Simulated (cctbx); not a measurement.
## Which space group?

Cell: a = 8.5570 Å, b = 8.5570 Å, c = 2.7740 Å, α = 90.00°, β = 90.00°, γ = 90.00°. Expected content of the cell: Sb2 Co10 Fe4 B4.

Simulated single-crystal data (cctbx): Ag Kα, λ = 0.56087 Å, to d = 0.75 Å, 80 % of the full sphere, strongest reflection 70000 counts, noise from counting, a 2 % proportional error and a noise floor of 15 counts (s.d.); no absorption, some extinction.

A first pass over the reflections prints:

```text
1596 reflections to d = 0.750 A
centring   violations  <I/sigma> of those
    A        646 of   823     20.3
    B        664 of   838     20.6
    C        600 of   825     18.4
    I        627 of   784     22.2
    R        866 of  1074     23.0
    F        955 of  1243     19.8
Laue class    unique    Rint  (classes that these axes allow; Friedel mates merged)
P -1              973   0.015
P 1 2/m 1         542   0.017
P 1 1 2/m         609   0.017
P 2/m 1 1         539   0.017
P m m m           344   0.019
P 4/m             308   0.019
P 4/m m m         186   0.019
space group    extra absences  I>4sigma  <I/sigma>
P 4 2 2                 0          0         -  acentric
P 4 21 2               19          0      -0.0  acentric
P 4 m m                 0          0         -  acentric
P 4 b m               102          0      -0.1  acentric
P -4 2 m                0          0         -  acentric
P -4 21 m              19          0      -0.0  acentric
P -4 m 2                0          0         -  acentric
P -4 b 2              102          0      -0.1  acentric
P 4/m m m               0          0         -  centric
P 4/m b m             102          0      -0.1  centric
Wilson B = 0.42 A^2   <|E^2-1|> = 0.862 (0.968 centric, 0.736 acentric)   E^2>4: 2.9 %
shell (A)         n   <I/sigma>
 8.56 - 1.50     30     63.5
 1.50 - 1.19     28     62.7
 1.19 - 1.04     22     78.0
 1.04 - 0.95     18     73.0
 0.95 - 0.88     25     59.6
 0.88 - 0.83     22     54.5
 0.83 - 0.78     20     52.7
 0.78 - 0.75     21     55.7
```

**Question.** What are the lattice type, the Laue class and the likely space group?

Every centring test has many violations, so the lattice is primitive.

Rint stays low (0.015 to 0.019) up to P 4/m m m, the highest class in these axes.

10 settings pass the absence test. The most absences obeyed, 102, belong to P 4 b m, P -4 b 2 and P 4/m b m, which absences can't tell apart.

⟨|E²−1|⟩ = 0.862 lies between the two ideal values. The Wilson B of 0.42 Å² means U ≈ 0.0053 Å².

The true group is P4/mbm (no. 127), Laue class 4/mmm, centrosymmetric. The tables only narrow the choice to the tied entries; cell content, site symmetry and trial solutions must settle it.

The model is made up (kin elements in a known structure type, no relaxation), so it says nothing on whether the phase exists.

[Logs are printed without paths, hosts, clocks, repeated set-up lines and the standing remarks that a program may print on its own settings, such as how far it seeks lower states.]
